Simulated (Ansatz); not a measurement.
## How many bands does the GW gap of InSe (R3m) need?

Aim: see how the G0W0 gap of InSe (R3m) on r2SCAN moves with empty bands and screening cutoff, and what each rung costs.

Main program and level: Ansatz 0.2.0; G0W0 on r2SCAN, plane waves, PAW.

The database entry behind the starting cell differs from later determinations by our own check (c about 1.5 % long), so it need not match the best structure at ambient conditions.

### 1. The starting structure

It takes space group R3m (No. 160, trigonal). Conventional cell: a = 4.000 Å, b = 4.000 Å, c = 25.320 Å, α = 90.00°, β = 90.00°, γ = 120.00°. Nearest to In lie 3 Se at 2.64 Å and 1 In at 2.82 Å. Nearest to In lie 3 Se at 2.63 Å and 1 In at 2.82 Å. Nearest to Se lie 3 In at 2.64 Å. Nearest to Se lie 3 In at 2.63 Å. Farther neighbours and most contacts between anions are not listed.

Structure file:

```cif
data_structure
_symmetry_space_group_name_H-M 'P 1'
_symmetry_Int_Tables_number 1
_cell_length_a 8.7503
_cell_length_b 8.7503
_cell_length_c 8.7503
_cell_angle_alpha 26.425
_cell_angle_beta 26.425
_cell_angle_gamma 26.425
_cell_volume 116.95
loop_
_atom_site_label
_atom_site_type_symbol
_atom_site_fract_x
_atom_site_fract_y
_atom_site_fract_z
_atom_site_occupancy
In1 In 0.00000 0.00000 0.00000 1
In2 In 0.11140 0.11140 0.11140 1
Se3 Se 0.61650 0.61650 0.61650 1
Se4 Se 0.82810 0.82810 0.82810 1
```

The cell and positions come from the Crystallography Open Database and are kept as given unless a step says otherwise. The default PAW set here is soft_2. Its files were made with PBE.

### 2. 123 empty bands, screening to 60 eV

G0W0 replaces the xc potential by the self-energy, built once from these orbitals. Only a window of levels is corrected, while the sums run over the empty bands that the input names.

input.yaml reads:

```yaml
crystal:
  lattice:
    - [2.0, 1.1547005384, 8.44]
    - [-2.0, 1.1547005384, 8.44]
    - [0.0, -2.3094010768, 8.44]
  atoms:
    - { symbol: In, position: [0.0, 0.0, 0.0] }
    - { symbol: In, position: [0.1114, 0.1114, 0.1114] }
    - { symbol: Se, position: [0.6165, 0.6165, 0.6165] }
    - { symbol: Se, position: [0.8281, 0.8281, 0.8281] }
kpoints:
  mp_grid: { grid: [4, 4, 4] }
hamiltonian:
  xc: r2scan
scf:
  occupations: { method: fixed }
gw:
  n_empty_bands: 123
  ecut_chi: 60
  qp_bands: [v2, c2]
  qp_kpoints: band_edges
  screening: { model: contour_deformation }
```

Command:

```sh
> ansatz run input.yaml --threads 3 --pin off --max-ram 92160MiB --backend cuda --events-out ev --progress --plain --runs-dir out --devices 1 --max-vram 13GiB  # rebuilt from the run's record
```

Numbers of over 12 decimals in the logs are rounded to 6 here.

What it wrote:

```text
GPUs: using 1 of 1 available (devices: 1).
Engine: ansatz 0.2.0, x86_64-unknown-linux-gnu
Pseudopotentials: kind: paw
Pseudopotential: In, paw, valence charge 13, recommended cutoff 500 eV (meta_gga), In.paw.azcp
Pseudopotential: Se, paw, valence charge 16, recommended cutoff 500 eV (meta_gga), Se.paw.azcp
Functional definition: r2SCAN
  parameter k0 = 0.174
  parameter k1 = 0.065
  parameter a1 = 4.9479
  exchange = r2scan_x(k0 = k0, k1 = k1, a1 = a1)
  correlation = r2scan_c
device memory: the entry about to start is reckoned to put 3.8 GiB on a device that reports 37.6 GiB free (of which the cap on the GPU budget leaves the run 13.0 GiB)
GPU FFT provider: cuFFT
GPU libraries: cuBLAS 13.8.2, cuFFT 12.4.0, cuSOLVER 12.3.4
Crystal: 4 atoms, lattice volume = 116.948 Å³
Basis set: ecut = 500 eV, 2965 PW (Γ), exchange–correlation on 256×256×256 points (64 copies of the dense FFT grid, shifted against one another)
Bands: 35, of which v1, the nominal top of the filled ones, is band 29 counted from 1 (28 counted from 0)
Symmetry: 6 space group operations
Space group: R3m (ITA 160), of the structure as read, at distance tolerance 4.9e-5 Å
k-points: 13 of 64 (time reversal used)
Non-local potential: In, projectors of the file, l = 0: 2, l = 1: 2, l = 2: 2, l = 3: 2
Non-local potential: Se, projectors of the file, l = 0: 2, l = 1: 2, l = 2: 3, l = 3: 1
PAW form: soft (Blöchl's): semilocal exchange-correlation on the pseudo side does not see the compensation charge
PAW frozen core: In, regenerated for the run's functional (the file was generated under x = pbe(κ = 0.804, μ = 0.219515), c = pbe(β = 0.066725))
PAW frozen core: Se, regenerated for the run's functional (the file was generated under x = pbe(κ = 0.804, μ = 0.219515), c = pbe(β = 0.066725))
PAW one-centre angular grid: In, 590 points (default); XC on 289 of its mesh's 2783 points in the sphere
PAW one-centre angular grid: Se, 590 points (default); XC on 160 Gauss nodes
Initial density: superposition of atomic densities (neutral atoms: chi_scale 0, normalization atom), corrected by the library's trained network
Initial wavefunctions: pseudopotential atomic-orbital guess
GPU buffer pool allocated for 262144 grid points (all kernels)
GPU transforms: local potential and band sums: pruned to the plane-wave sphere, on 64×64×64
Functional: x = r2scan, c = r2scan; τ floored in thin density (d = 2e-4 eV/Å³)
SCF iter   1: F=—  HF=-22182.513806 eV  |F-HF|=—  |Δ(HF+E_count)|=         —  Δρ=6.19e-3  dr2=3.79e-2  dr2_τ=1.63e-2  ethr=1.77e-3  ⟨swp⟩=5.0  Hψ=1636  notcnv=0  defer=52
preconditioner: auto → Resta (q_TF=auto, 2.427 Å⁻¹)  ε∞=3.0  [insulator: Δε(μ)=0.846 eV  Ē_g=14.825 eV  n_scr=30 (ndim 8)  ℏωp=21.2 eV  f_vac=0.087  ε∞_Penn≈3.0]
SCF iter   2: F=—  HF=-22182.526323 eV  |F-HF|=—  |Δ(HF+E_count)|=   1.25e-2  Δρ=2.56e-3  dr2=5.56e-3  dr2_τ=2.70e-4  ethr=6.54e-5  ⟨swp⟩=2.5  Hψ=875  notcnv=0  defer=52
SCF iter   3: F=—  HF=-22182.526689 eV  |F-HF|=—  |Δ(HF+E_count)|=   3.66e-4  Δρ=7.64e-4  dr2=6.12e-4  dr2_τ=1.86e-5  ethr=9.59e-6  ⟨swp⟩=2.6  Hψ=700  notcnv=0  defer=52
SCF iter   4: F=—  HF=-22182.526802 eV  |F-HF|=—  |Δ(HF+E_count)|=   1.13e-4  Δρ=1.92e-4  dr2=5.11e-5  dr2_τ=2.11e-6  ethr=1.05e-6  ⟨swp⟩=3.0  Hψ=841  notcnv=0  defer=52
SCF iter   5: F=—  HF=-22182.526811 eV  |F-HF|=—  |Δ(HF+E_count)|=   8.93e-6  Δρ=5.76e-5  dr2=4.87e-6  dr2_τ=1.20e-7  ethr=8.80e-8  ⟨swp⟩=2.6  Hψ=773  notcnv=0  defer=20
SCF iter   6: F=—  HF=-22182.526813 eV  |F-HF|=—  |Δ(HF+E_count)|=   1.89e-6  Δρ=1.56e-5  dr2=5.54e-7  dr2_τ=9.86e-9  ethr=8.40e-9  ⟨swp⟩=2.0  Hψ=665  notcnv=0  defer=21
SCF iter   7: F=-22182.526813 eV  HF=-22182.526813 eV  |F-HF|=1.94e-8  |Δ(HF+E_count)|=   2.42e-7  Δρ=4.89e-6  dr2=3.93e-8  dr2_τ=2.17e-9  ethr=1.72e-10  ⟨swp⟩=9.5  Hψ=1740  notcnv=0
SCF 1 converged in 7 iterations: F = -22182.526813 eV  dr2 = 3.93e-8
  greatest PAW one-centre occupation: 1.000 electrons in one spin orbital (limit 2), on the Se atom at site 3 (counted from 0), in its partial waves of l = 2
device memory: the entry about to start is reckoned to put 4.8 GiB on a device that reports 39.7 GiB free (of which the cap on the GPU budget leaves the run 13.0 GiB)
NSCF: frozen V_eff on 13 k-points
the band table was solved once the SCF had ended and its energy, with any forces and stress, was formed, with the checks that follow a solve (1803 applications of the Hamiltonian). They found nothing against the state; the energy, forces and stress were not computed again (output.eigenvalues in the input reference)
device memory: the entry about to start is reckoned to put 2.8 GiB on a device that reports 39.7 GiB free (of which the cap on the GPU budget leaves the run 13.0 GiB)
NSCF: frozen V_eff on 13 k-points
G₀W₀ screening: q 1/13
[... further progress lines ...]
device memory: the entry about to start is reckoned to put 0.8 GiB on a device that reports 41.0 GiB free (of which the cap on the GPU budget leaves the run 13.0 GiB)
NSCF: frozen V_eff on 1 k-points
device memory: the entry about to start is reckoned to put 0.8 GiB on a device that reports 41.0 GiB free (of which the cap on the GPU budget leaves the run 13.0 GiB)
NSCF: frozen V_eff on 1 k-points
device memory: the entry about to start is reckoned to put 0.8 GiB on a device that reports 41.0 GiB free (of which the cap on the GPU budget leaves the run 13.0 GiB)
NSCF: frozen V_eff on 1 k-points
SCF converged after 7 iterations
Free energy (F): -22182.526813 eV
Harris-Foulkes:  -22182.526813 eV  (|F-HF|=1.94e-8)
Internal energy: -22182.526813 eV  (E = F + TS)
E sigma→0 (E₀):  -22182.526813 eV
Fermi energy:    7.061300 eV
--- Per-component energies (eV) ---
  E_band       = -954.134453
  E_kinetic    = 723.660064
  E_local      = -7924.572570  (includes V_loc(G=0)·N_el)
  E_nonlocal   = -454.896020
  E_hartree    = 3656.947070
  E_xc         = -598.131109
  E_vxc        = -424.333526  (∫ρ·V_xc dr)
  E_paw        = -12219.731579  (= ΣΔE_a)
  E_vpaw       = -213.030871  (= ΣTr[D̂ρ^β])
  E_aug_tail   = -0.000403  (compensation charges beyond the density's cutoff)
  E_vtau       = 25.147901  (kinetic-family band-sum trace: ∫τ·v_τ [+ j·A + Jᵃ·Aᵃ] dr)
  E_ewald      = -5364.203816
  E_core_change = -1.598449  (= ΣΔE_core)
  E_smearing   = -0.000000  (= −TS)
  E_closure    = 0.000000  (closes the sum)
  Σ components = -22182.526813   (vs F -22182.526813, Δ=0.00e0)
--- Band table (eV; the first three rows and the last of 13) ---
  k-point 0: bands = [... 25 lower, 5.6972, 5.6972, 5.7897, 5.7897, 9.1163, 9.6448, 11.8005, 11.8005, ... 2 higher]
  k-point 1: bands = [... 25 lower, 4.9589, 5.0949, 5.2313, 6.0258, 9.4079, 9.6048, 11.5174, 11.7386, ... 2 higher]
  k-point 2: bands = [... 25 lower, 4.6266, 4.6374, 4.7376, 5.3410, 8.5521, 9.3540, 11.0638, 11.4251, ... 2 higher]
  k-point 12: bands = [... 25 lower, 5.6266, 5.8666, 5.8666, 7.0613, 7.9252, 9.6901, 11.7184, 11.7184, ... 2 higher]
--- G₀W₀: contour deformation, 7 samples at zero and on the imaginary axis and 1 off it, 64 q-points, 123 empty bands' worth ---
  eigenvalues of the whole cell's RPA ε∞ on this k-mesh (on a slab, of 1 + 4πα/V) = 8.0085, 8.0085, 10.5144; static W/v taken at q = 0 is 0.130267
  bands read: the sum over 152 bands ends inside a degenerate multiplet in 1 slot, whose members it reads at an even weight; the widest, k=0: bands 152 to 153 (counted from 1) at 1/2 each
  gw.qp_kpoints: band_edges: 9 of 13 stored k-points solved, in 1 pass; an edge of the gap read off the rows below is read off those points alone
    valence top: of the k-points left out ik 8 came nearest to being solved in a further pass, in band 29 (counted from 1, as in the quasiparticle table): it holds the edge there only if its correction is more favourable than any solved in that band by at least 0.738 eV; those differ by 0.204 eV
    conduction bottom: of the k-points left out ik 7 came nearest to being solved in a further pass, in band 30 (counted from 1, as in the quasiparticle table): it holds the edge there only if its correction is more favourable than any solved in that band by at least 0.553 eV; those differ by 0.305 eV
    ik  band        ε_KS         Σx   Σc(E_QP)       V_xc       Z   E_QP_lin       E_QP  E_QP is
     1    28      5.2313   -17.6798     2.2081   -15.3716  0.7609     5.1310     5.1313  root
     1    29      6.0258   -15.7995     1.6166   -14.0203  0.7708     5.8627     5.8632  root
     1    30      9.4079    -7.7182    -3.4793   -11.5787  0.7968     9.7916     9.7891  root
     1    31      9.6048    -9.7495    -3.4792   -13.8096  0.7858    10.1944    10.1857  root
     2    28      4.7376   -17.2834     2.3199   -14.8170  0.7543     4.5907     4.5911  root
     2    29      5.3410   -15.5083     1.7212   -13.5842  0.7668     5.1374     5.1381  root
     2    30      8.5521    -7.7342    -3.1642   -11.1958  0.8021     8.8506     8.8495  root
     2    31      9.3540    -9.6547    -3.4751   -13.6887  0.7863     9.9216     9.9129  root
     3    28      5.3320   -17.8988     2.2010   -15.6113  0.7623     5.2454     5.2456  root
     3    29      6.2429   -15.9825     1.5420   -14.3074  0.7744     6.1095     6.1098  root
     3    30      9.2398    -9.3666    -3.3664   -13.2553  0.7941     9.7670     9.7620  root
     3    31      9.6077    -8.0279    -3.5220   -11.9733  0.7915    10.0347    10.0311  root
     5    28      5.1265   -17.1748     2.2980   -14.7543  0.7483     5.0036     5.0039  root
     5    29      5.7605   -15.6590     1.5840   -13.8950  0.7747     5.5799     5.5804  root
     5    30      9.3959    -8.5068    -3.3271   -12.2707  0.7937     9.8359     9.8326  root
     5    31      9.7962    -9.4327    -3.4395   -13.4125  0.7839    10.3441    10.3365  root
     6    28      4.9278   -17.6966     2.3039   -15.2668  0.7574     4.8017     4.8020  root
     6    29      5.5083   -15.2386     1.5846   -13.4426  0.7721     5.2961     5.2969  root
     6    30      8.5619    -8.7392    -3.2111   -12.3777  0.8018     8.9917     8.9892  root
     6    31      9.3204    -8.8331    -3.3548   -12.6220  0.7868     9.7591     9.7545  root
     9    28      4.8583   -17.5789     2.3159   -15.1300  0.7562     4.7249     4.7253  root
     9    29      5.3493   -15.0100     1.5982   -13.1829  0.7695     5.1195     5.1204  root
     9    30      8.8431    -8.1652    -3.2377   -11.7521  0.7964     9.1942     9.1922  root
     9    31      9.0172    -9.2966    -3.3072   -13.1008  0.7935     9.5191     9.5141  root
[...]
11    28      4.3559   -16.1923     2.3908   -13.5893  0.7354     4.1423     4.1439  root
    11    29      5.4836   -15.6083     1.7398   -13.6689  0.7661     5.2832     5.2840  root
    11    30      9.2421    -7.3580    -3.2549   -10.9211  0.7968     9.5517     9.5502  root
    11    31      9.9617   -10.3878    -3.5303   -14.5771  0.7804    10.6358    10.6207  root
    12    28      5.8666   -18.3293     2.1135   -16.1895  0.7672     5.8403     5.8403  root
    12    29      7.0613   -16.3134     1.2114   -15.0772  0.7822     7.0365     7.0365  root
    12    30      7.9252   -10.1624    -2.9834   -13.6002  0.8035     8.3817     8.3796  root
    12    31      9.6901    -8.0609    -3.7365   -12.2070  0.7957    10.1029    10.0996  root
```

Wall time 33 s (1 × NVIDIA H100 80GB HBM3 (shared by 6 runs) with 3 threads of AMD EPYC 7R13 (Zen 3), shared host); peak memory 1.9 GiB.

The column dr2 measures how far the density is from self-consistency, as an energy; F and HF (Harris–Foulkes) agree once it is small.

This step gave:

- bands summed: 152
- RPA ε∞ on this mesh (eigenvalues): 8.009, 8.009, 10.51
- plane waves in the screening matrix: 137
- q-points in the mesh: 64
- G0W0 gap on the mesh: 1.343 eV
- k of the valence top: -0.5, -0.5, -0.5
- k of the conduction bottom: -0.5, -0.5, -0.5
- starting gap on the mesh: 0.8639 eV
- Z at the valence top: 0.7822
- Z at the conduction bottom: 0.8035
- least direct G0W0 gap on the computed points: 1.343 eV

The gap on the mesh goes from 0.86 eV to 1.34 eV, a correction of +0.48 eV. Between the two edge states, bare exchange in place of the xc potential would open the gap by 4.67 eV, and correlation takes back 4.19 eV.

### 3. 349 empty bands, screening to 120 eV

Bands and screening cutoff are moved together, since each hides the error of the other.

input.yaml: that of step 2 with these lines changed.

```diff
@@ -17,4 +17,4 @@
 gw:
-  n_empty_bands: 123
-  ecut_chi: 60
+  n_empty_bands: 349
+  ecut_chi: 120
   qp_bands: [v2, c2]
```

What it wrote:

```text
GPUs: using 1 of 1 available (devices: 1).
[...]
GPU FFT provider: cuFFT
GPU libraries: cuBLAS 13.8.2, cuFFT 12.4.0, cuSOLVER 12.3.4
Crystal: 4 atoms, lattice volume = 116.948 Å³
Basis set: ecut = 500 eV, 2965 PW (Γ), exchange–correlation on 256×256×256 points (64 copies of the dense FFT grid, shifted against one another)
Bands: 35, of which v1, the nominal top of the filled ones, is band 29 counted from 1 (28 counted from 0)
Symmetry: 6 space group operations
[...]
k-points: 13 of 64 (time reversal used)
[...]
GPU buffer pool allocated for 262144 grid points (all kernels)
[...]
SCF iter   1: F=—  HF=-22182.513806 eV  |F-HF|=—  |Δ(HF+E_count)|=         —  Δρ=6.19e-3  dr2=3.79e-2  dr2_τ=1.63e-2  ethr=1.77e-3  ⟨swp⟩=5.0  Hψ=1636  notcnv=0  defer=52
[...]
SCF iter   7: F=-22182.526813 eV  HF=-22182.526813 eV  |F-HF|=1.94e-8  |Δ(HF+E_count)|=   2.42e-7  Δρ=4.89e-6  dr2=3.93e-8  dr2_τ=2.17e-9  ethr=1.72e-10  ⟨swp⟩=9.5  Hψ=1740  notcnv=0
SCF 1 converged in 7 iterations: F = -22182.526813 eV  dr2 = 3.93e-8
[...]
NSCF: frozen V_eff on 13 k-points
[...]
G₀W₀ screening: q 1/13
[... further progress lines ...]
[...]
SCF converged after 7 iterations
Free energy (F): -22182.526813 eV
[...]
Internal energy: -22182.526813 eV  (E = F + TS)
E sigma→0 (E₀):  -22182.526813 eV
Fermi energy:    7.061300 eV
[...]
--- Band table (eV; the first three rows and the last of 13) ---
  k-point 0: bands = [... 25 lower, 5.6972, 5.6972, 5.7897, 5.7897, 9.1163, 9.6448, 11.8005, 11.8005, ... 2 higher]
  k-point 1: bands = [... 25 lower, 4.9589, 5.0949, 5.2313, 6.0258, 9.4079, 9.6048, 11.5174, 11.7386, ... 2 higher]
  k-point 2: bands = [... 25 lower, 4.6266, 4.6374, 4.7376, 5.3410, 8.5521, 9.3540, 11.0638, 11.4251, ... 2 higher]
  k-point 12: bands = [... 25 lower, 5.6266, 5.8666, 5.8666, 7.0613, 7.9252, 9.6901, 11.7184, 11.7184, ... 2 higher]
[...]
1    28      5.2313   -17.6798     1.8643   -15.3716  0.7576     4.7828     4.7874  root
     1    29      6.0258   -15.7995     1.3063   -14.0203  0.7680     5.5477     5.5530  root
     1    30      9.4079    -7.7182    -3.7299   -11.5787  0.7953     9.5388     9.5385  root
     1    31      9.6048    -9.7495    -3.8090   -13.8096  0.7832     9.8571     9.8559  root
     2    28      4.7376   -17.2834     1.9977   -14.8170  0.7513     4.2631     4.2690  root
     2    29      5.3410   -15.5083     1.4290   -13.5842  0.7644     4.8403     4.8459  root
     2    30      8.5521    -7.7342    -3.3849   -11.1958  0.8006     8.6288     8.6288  root
     2    31      9.3540    -9.6547    -3.7942   -13.6887  0.7838     9.5950     9.5938  root
[...]
12    28      5.8666   -18.3293     1.7385   -16.1895  0.7635     5.4622     5.4653  root
    12    29      7.0613   -16.3134     0.8499   -15.0772  0.7786     6.6735     6.6751  root
    12    30      7.9252   -10.1624    -3.3090   -13.6002  0.8012     8.0541     8.0540  root
    12    31      9.6901    -8.0609    -4.0084   -12.2070  0.7941     9.8280     9.8277  root
```

It took 80 s on 1 × NVIDIA H100 80GB HBM3 (shared by 6 runs) with 3 threads; peak memory 2.3 GiB.

This step gave:

```
bands summed                                 : 378
RPA ε∞ on this mesh (eigenvalues)            : 7.956, 7.956, 10.49
plane waves in the screening matrix          : 363
q-points in the mesh                         : 64
G0W0 gap on the mesh                         : 1.379 eV
k of the valence top                         : -0.5, -0.5, -0.5
k of the conduction bottom                   : -0.5, -0.5, -0.5
starting gap on the mesh                     : 0.8639 eV
Z at the valence top                         : 0.7786
Z at the conduction bottom                   : 0.8012
least direct G0W0 gap on the computed points : 1.379 eV
```

Against the run with 4×4×4 mesh, 123 empty bands, screening to 60 eV, the gap moves by +0.04 eV.

### 4. 751 empty bands, screening to 200 eV

input.yaml: that of step 3 with these lines changed.

```diff
@@ -17,4 +17,4 @@
 gw:
-  n_empty_bands: 349
-  ecut_chi: 120
+  n_empty_bands: 751
+  ecut_chi: 200.0
   qp_bands: [v2, c2]
```

What it wrote:

```text
GPUs: using 1 of 1 available (devices: 1).
[...]
GPU FFT provider: cuFFT
GPU libraries: cuBLAS 13.8.2, cuFFT 12.4.0, cuSOLVER 12.3.4
Crystal: 4 atoms, lattice volume = 116.948 Å³
Basis set: ecut = 500 eV, 2965 PW (Γ), exchange–correlation on 256×256×256 points (64 copies of the dense FFT grid, shifted against one another)
Bands: 35, of which v1, the nominal top of the filled ones, is band 29 counted from 1 (28 counted from 0)
[...]
2    31      9.3540    -9.6547    -3.9431   -13.6887  0.7836     9.4451     9.4449  root
[...]
12    28      5.8666   -18.3293     1.5683   -16.1895  0.7631     5.2867     5.2951  root
    12    29      7.0613   -16.3134     0.6908   -15.0772  0.7783     6.5115     6.5160  root
    12    30      7.9252   -10.1624    -3.4768   -13.6002  0.8009     7.8862     7.8862  root
    12    31      9.6901    -8.0609    -4.1335   -12.2070  0.7940     9.7026     9.7026  root
[key lines of the parts left out:]
SCF converged after 7 iterations
Free energy (F): -22182.526813 eV
Fermi energy:    7.061300 eV
```

Elapsed: 1.8 min, on 1 × NVIDIA H100 80GB HBM3 (shared by 6 runs) with 3 threads; peak memory 3.6 GiB.

This step gave:

- bands summed: 780
- RPA ε∞ on this mesh (eigenvalues): 7.958, 7.958, 10.50
- plane waves in the screening matrix: 733
- G0W0 gap on the mesh: 1.370 eV
- k of the valence top: -0.5, -0.5, -0.5
- k of the conduction bottom: -0.5, -0.5, -0.5
- starting gap on the mesh: 0.8639 eV
- least direct G0W0 gap on the computed points: 1.370 eV

Against the run with 4×4×4 mesh, 349 empty bands, screening to 120 eV, the gap moves by −0.009 eV.

(Part 1 of 2 ends here.)

[Paths, hosts, dates, memory and timing lines, banners, echoed tables and standing remarks are left out of the program output.]

[Logs are printed without paths, hosts, clocks, repeated set-up lines and the standing remarks that a program may print on its own settings, such as how far it seeks lower states.]

[Runs of the session that timed out or met a known fault of the program may be left out.]

[Cells called generated may have been cut or substituted from an entry of the Crystallography Open Database or the Materials Project.]

[Hosts, paths, dates, database ids (printed as entryN), source tags and the programs' standing remarks are cut or masked in the printed files.]
